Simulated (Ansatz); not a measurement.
## From PBE to G0W0: MgO (Periclase)

Aim: the quasiparticle gap of MgO (Periclase), starting from PBE.

Main program and level: Ansatz 0.2.0; PBE, then G0W0 on it, plane waves, PAW.

The database entry behind the starting cell differs from later determinations by our own check (about 0.1 % long), so it need not match the best structure at ambient conditions.

**1. The starting structure**

Symmetry: Fm-3m, No. 225, cubic system. The conventional cell has a = 4.217 Å, b = 4.217 Å, c = 4.217 Å, α = 90.00°, β = 90.00°, γ = 90.00°. Nearest to Mg lie 6 O at 2.11 Å. O has 6 Mg at 2.11 Å nearest. Farther neighbours and most contacts between anions are not listed.

The cell and positions come from the Crystallography Open Database and are kept as given unless a step says otherwise. The default PAW set here is soft_2. Its files were made with PBE.

**2. Bands along the symmetry lines**

Levels along a band path and on the mesh show where this functional puts the band edges.

This step: DFT, PBE, plane waves, PAW.

Contents of input.yaml:

```yaml
crystal:
  lattice:
    - [0.0, 2.1085, 2.1085]
    - [2.1085, 0.0, 2.1085]
    - [2.1085, 2.1085, 0.0]
  atoms:
    - { symbol: Mg, position: [0.0, 0.0, 0.0] }
    - { symbol: O, position: [0.5, 0.5, 0.5] }
kpoints:
  mp_grid: { grid: [10, 10, 10] }
  band_path:
    path:
      - [[0.0, 0.0, 0.0], [0.5, 0.0, 0.5], [0.625, 0.25, 0.625]]
      - [[0.375, 0.375, 0.75], [0.0, 0.0, 0.0], [0.5, 0.5, 0.5], [0.5, 0.25, 0.75], [0.5, 0.0, 0.5]]
    npoints: 10
hamiltonian:
  xc: pbe
scf:
  occupations: { method: fermi_dirac, width: 0.02 }
  n_extra_bands: 4
output:
  eigenvalues: true
  write_density: true
  write_potential: true
  elf: true
  volumetric_format: npy
```

Started as:

```sh
$ ansatz run input.yaml --threads 3 --pin off --max-ram 92160MiB --backend cuda --events-out ev --progress --plain --runs-dir out --devices 1 --max-vram 13GiB  # rebuilt from the run's record
```

Numbers of over 12 decimals in the logs are rounded to 6 here.

Log:

```text
scf.n_extra_bands = 4 over 8 filled bands (N_el = 16.0): the run solves 12 bands
GPUs: using 1 of 1 available (devices: 1).
Engine: ansatz 0.2.0, x86_64-unknown-linux-gnu
Pseudopotentials: kind: paw
Pseudopotential: Mg, paw, valence charge 10, recommended cutoff 420 eV (normal), Mg.paw.azcp
Pseudopotential: O, paw, valence charge 6, recommended cutoff 420 eV (normal), O.paw.azcp
Functional definition: PBE
  parameter kappa = 0.804
  parameter beta = 0.066725
  exchange = pbe_x(kappa = kappa, mu = beta*pi^2/3)
  correlation = pbe_c(beta = beta)
device memory: the entry about to start is reckoned to put 1.0 GiB on a device that reports 51.7 GiB free (of which the cap on the GPU budget leaves the run 13.0 GiB)
GPU FFT provider: cuFFT
GPU libraries: cuBLAS 13.8.2, cuFFT 12.4.0, cuSOLVER 12.3.4
Crystal: 2 atoms, lattice volume = 18.748 Å³
Basis set: ecut = 420 eV, 339 PW (Γ)
Bands: 12, of which v1, the nominal top of the filled ones, is band 8 counted from 1 (7 counted from 0)
Symmetry: 48 space group operations
Space group: Fm-3m (ITA 225), of the structure as read, at distance tolerance 2.7e-5 Å
k-points: 47 of 1000
Non-local potential: Mg, projectors of the file, l = 0: 3, l = 1: 2, l = 2: 1
Non-local potential: O, projectors of the file, l = 0: 2, l = 1: 2, l = 2: 1
PAW form: soft (Blöchl's): semilocal exchange-correlation on the pseudo side does not see the compensation charge
PAW one-centre angular grid: Mg, 110 points (default); XC on 64 Gauss nodes
PAW one-centre angular grid: O, 110 points (default); XC on 64 Gauss nodes
Initial density: superposition of atomic densities (neutral atoms: chi_scale 0, normalization atom), corrected by the library's trained network
Initial wavefunctions: pseudopotential atomic-orbital guess
GPU buffer pool allocated for 8000 grid points (all kernels)
GPU transforms: local potential and band sums: pruned to the plane-wave sphere, on 20×20×20
Functional: x = pbe(κ = 0.804, μ = 0.219515), c = pbe(β = 0.066725)
SCF iter   1: F=—  HF=-2494.131886 eV  |F-HF|=—  |Δ(HF+E_count)|=         —  Δρ=5.65e-4  dr2=7.69e-6  ethr=1.77e-3  ⟨swp⟩=5.9  Hψ=3320  notcnv=0
preconditioner: auto → none  [insulator: Δε(μ)=4.708 eV  Ē_g=18.500 eV  σ=0.020 eV  W_gap=1.00  n_scr=8 (ndim 8)  ℏωp=24.3 eV  f_vac=0.000  D(μ)=0.00/eV (n_scr^D=0)  ε∞_Penn≈2.7]
SCF iter   2: F=—  HF=-2494.132766 eV  |F-HF|=—  |Δ(HF+E_count)|=   8.80e-4  Δρ=3.67e-4  dr2=8.95e-6  ethr=4.80e-8  ⟨swp⟩=3.5  Hψ=1704  notcnv=0
SCF iter   3: F=—  HF=-2494.132787 eV  |F-HF|=—  |Δ(HF+E_count)|=   2.04e-5  Δρ=2.11e-4  dr2=2.42e-6  ethr=4.80e-8  ⟨swp⟩=2.0  Hψ=898  notcnv=0
iter 4 did not close the SCF: its close was put off for the readings that it lacked (scf_convergence_deferred on its scf_iter line)
SCF iter   4: F=-2494.132804 eV  HF=-2494.132804 eV  |F-HF|=3.60e-8  |Δ(HF+E_count)|=   1.71e-5  Δρ=2.90e-5  dr2=6.06e-8  ethr=1.51e-8  ⟨swp⟩=2.0  Hψ=893  notcnv=0
iter 5 did not close the SCF: its close was put off for the readings that it lacked (scf_convergence_deferred on its scf_iter line)
SCF iter   5: F=-2494.132804 eV  HF=-2494.132804 eV  |F-HF|=8.17e-9  |Δ(HF+E_count)|=  1.60e-10  Δρ=8.17e-6  dr2=5.55e-9  ethr=3.79e-10  ⟨swp⟩=2.0  Hψ=929  notcnv=0
SCF iter   6: F=-2494.132804 eV  HF=-2494.132804 eV  |F-HF|=1.25e-9  |Δ(HF+E_count)|=   3.52e-9  Δρ=3.12e-6  dr2=9.10e-10  ethr=3.47e-11  ⟨swp⟩=1.0  Hψ=1683  notcnv=0
SCF 1 converged in 6 iterations: F = -2494.132804 eV  dr2 = 9.10e-10
  greatest PAW one-centre occupation: 1.000 electrons in one spin orbital (limit 2), on the Mg atom at site 0 (counted from 0), in its partial waves of l = 0
device memory: the entry about to start is reckoned to put 0.6 GiB on a device that reports 50.3 GiB free (of which the cap on the GPU budget leaves the run 13.0 GiB)
NSCF: frozen V_eff on 62 k-points, pencils in batches of 32, up to order 56
SCF converged after 6 iterations
Free energy (F): -2494.132804 eV
Harris-Foulkes:  -2494.132804 eV  (|F-HF|=1.25e-9)
Internal energy: -2494.132804 eV  (E = F + TS)
E sigma→0 (E₀):  -2494.132804 eV
Fermi energy:    10.458741 eV
--- Per-component energies (eV) ---
  E_band       = -293.270630
  E_kinetic    = 255.748200
  E_local      = -1604.634216  (includes V_loc(G=0)·N_el)
  E_nonlocal   = 142.807615
  E_hartree    = 555.153721
  E_xc         = -105.259818
  E_vxc        = -134.890109  (∫ρ·V_xc dr)
  E_paw        = -450.093950  (= ΣΔE_a)
  E_vpaw       = -62.611192  (= ΣTr[D̂ρ^β])
  E_aug_tail   = 0.002520  (compensation charges beyond the density's cutoff)
  E_ewald      = -1287.856876
  E_smearing   = -0.000000  (= −TS)
  E_closure    = 0.000000  (closes the sum)
  Σ components = -2494.132804   (vs F -2494.132804, Δ=0.00e0)
--- Band table (eV; the first three rows and the last of 47) ---
  k-point 0: bands = [... 4 lower, -9.1430, 8.0913, 8.0913, 8.0913, 12.8005, 23.8928, 23.8928, 23.8928]
  k-point 1: bands = [... 4 lower, -9.0346, 7.4422, 8.0243, 8.0243, 13.4282, 22.6385, 24.1302, 24.1302]
  k-point 2: bands = [... 4 lower, -8.7371, 6.1283, 7.8551, 7.8551, 14.6247, 21.1233, 24.6096, 24.6096]
  k-point 46: bands = [... 4 lower, -7.5584, 4.7914, 5.5906, 6.3718, 19.0942, 19.9089, 20.2628, 23.9923]
```

Wall time 4.2 s (1 × NVIDIA H100 80GB HBM3 (shared by 6 runs) with 3 threads of AMD EPYC 7R13 (Zen 3), shared host); peak memory 0.87 GiB; 3.3 s of CPU time.

Reading the cycles: dr2 is the Hartree energy of the density residual (eV), the measure of convergence; HF is the Harris–Foulkes estimate of the energy, which meets the free energy F at convergence.

Numbers from this step:

* filled bands: 8
* gap: 4.709 eV
* valence top at: Γ
* conduction bottom at: Γ
* least direct gap: 4.709 eV

Over mesh and path the gap is 4.709 eV, direct, at k = Γ.

The electronic bands at the labelled points (eV, zero at the top of the highest nominally filled band; v1 is the highest filled band, c1 the lowest empty one):

| point | v4 | v3 | v2 | v1 | c1 | c2 | c3 | c4 |
| --- | --- | --- | --- | --- | --- | --- | --- | --- |
| Γ | -17.23 | 0.00 | 0.00 | 0.00 | 4.71 | 15.80 | 15.80 | 15.80 |
| halfway | -16.48 | -2.62 | -0.73 | -0.73 | 8.05 | 11.18 | 15.48 | 17.45 |
| X | -15.71 | -4.04 | -1.33 | -1.33 | 9.14 | 9.95 | 13.07 | 18.94 |
| halfway | -15.69 | -3.89 | -1.78 | -1.28 | 9.52 | 10.47 | 12.91 | 18.55 |
| U | -15.68 | -3.45 | -2.69 | -1.13 | 10.10 | 11.75 | 12.51 | 18.10 |
| jump to K | -15.68 | -3.45 | -2.69 | -1.13 | 10.10 | 11.75 | 12.51 | 18.10 |
| halfway | -16.40 | -2.92 | -1.17 | -0.39 | 8.14 | 11.99 | 15.35 | 17.92 |
| Γ | -17.23 | 0.00 | 0.00 | 0.00 | 4.71 | 15.80 | 15.80 | 15.80 |
| halfway | -16.63 | -2.65 | -0.34 | -0.34 | 7.07 | 12.57 | 16.65 | 16.65 |
| L | -15.92 | -4.59 | -0.65 | -0.65 | 7.90 | 12.57 | 16.31 | 16.31 |
| halfway | -15.79 | -3.97 | -1.91 | -0.98 | 9.66 | 12.17 | 13.47 | 16.89 |
| W | -15.64 | -2.92 | -2.92 | -1.76 | 11.64 | 11.64 | 12.14 | 15.49 |
| halfway | -15.68 | -3.74 | -1.88 | -1.55 | 10.01 | 10.83 | 12.73 | 17.30 |
| X | -15.71 | -4.04 | -1.33 | -1.33 | 9.14 | 9.95 | 13.07 | 18.94 |

The electronic bands as a text plot (rows in eV, shown from -8.0 to 10.7 only):

```
   10.3 |       +   ++++ ++++                          +    +++++
    9.5 |        ++++ +++    ++                       +       +++
    8.8 |       +    +         +                    ++
    8.0 |      +                +             ++++++
    7.2 |    ++                  +          ++
    6.4 |   +                     ++       +
    5.6 |  +                        +    ++
    4.9 |++                          ++++
    4.1 |
    3.3 |
    2.5 |
    1.7 |
    1.0 |
    0.2 |***                      *********
   -0.6 | *******           **********   * ************
   -1.4 |   *    ***********   ** **      *         ** **********
   -2.2 |    **        ***   **  *         *          ***   **
   -2.9 |      **         ***   *           **           ***
   -3.7 |        ********** ****              *       ***   *****
   -4.5 |                                      *******
   -5.3 |
   -6.1 |
   -6.8 |
   -7.6 |
         Γ           X  U|K            Γ         L        W     X
```

Valence density in the ac plane of the conventional cell at fractional y = 0.000, with atoms of Mg and O within 0.2 Å of it. It is the smooth field of the valence electrons, not physical close to the nuclei.

Values in e/Å³, 14 rows by 14 columns, each cell a mean:
```
19  7  1  0  1  2  5  6  4  1  0  0  3 13
 4  1  0  0  0  1  2  3  2  1  0  0  1  3
 0  0  0  0  0  0  1  1  1  0  0  0  0  0
 0  0  0  0  0  0  0  0  0  0  0  0  0  0
 2  1  0  0  0  0  1  1  1  0  0  0  1  1
 5  3  1  0  0  1  7 11  4  1  0  1  2  4
 7  5  2  0  0  4 19 26 11  1  0  1  3  6
 6  4  1  0  0  3 13 19  7  1  0  1  2  5
 3  2  1  0  0  1  3  4  1  0  0  0  1  2
 1  1  0  0  0  0  0  0  0  0  0  0  0  1
 0  0  0  0  0  0  0  0  0  0  0  0  0  0
 1  1  0  0  0  1  1  2  1  0  0  0  0  1
11  4  1  0  1  2  4  5  3  1  0  0  1  7
26 11  1  0  1  3  6  7  5  2  0  0  4 19
```
Columns run along a (4.2 Å), rows up along c (4.2 Å), edges of the conventional cell, whose origin can differ from the input's. Atoms in or near the plane, at fractional coordinates: Mg at (0.00, 0.00), Mg at (0.50, 0.50), O at (0.50, 0.00), O at (0.00, 0.50).

Electrostatic potential energy in the ac plane of the conventional cell at fractional y = 0.000, with atoms of Mg and O within 0.2 Å of it. With pseudopotentials it is smooth inside the atoms' cores, unlike the true potential.

Ten even steps from '0' (-65 eV) to '9' (11 eV), each cell a mean:
```
02799643589850
46899966799975
88999999999998
99999999999999
89999876799998
46998621479975
24898400169963
35898500279964
67999754689996
99999988899999
99999999999999
67999988999987
14799754699862
01699632489840
```
Columns run along a (4.2 Å; values clipped at the 3rd and 97th percentile), rows up along c (4.2 Å), edges of the conventional cell, whose origin can differ from the input's. Atoms in or near the plane, at fractional coordinates: Mg at (0.00, 0.00), Mg at (0.50, 0.50), O at (0.50, 0.00), O at (0.00, 0.50).

[end of part 1 of 2]

[Paths, hosts, dates, memory and timing lines, banners, echoed tables and standing remarks are left out of the program output.]

[Logs are printed without paths, hosts, clocks, repeated set-up lines and the standing remarks that a program may print on its own settings, such as how far it seeks lower states.]

[Runs of the session that timed out or met a known fault of the program may be left out.]

[Cells called generated may have been cut or substituted from an entry of the Crystallography Open Database or the Materials Project.]

[Hosts, paths, dates, database ids (printed as entryN), source tags and the programs' standing remarks are cut or masked in the printed files.]

[Where an RPA ε∞ is given, it is that of the G0W0 mesh and is not shown converged in it. Names of k-points follow the symmetry that the program found, which can be lower than the space group named. Band edges on a path are those of the sampled points; other points can move an edge, and change direct to indirect where valleys lie close.]

[Hybrid gaps are those of their k-mesh and are not shown converged in it.]
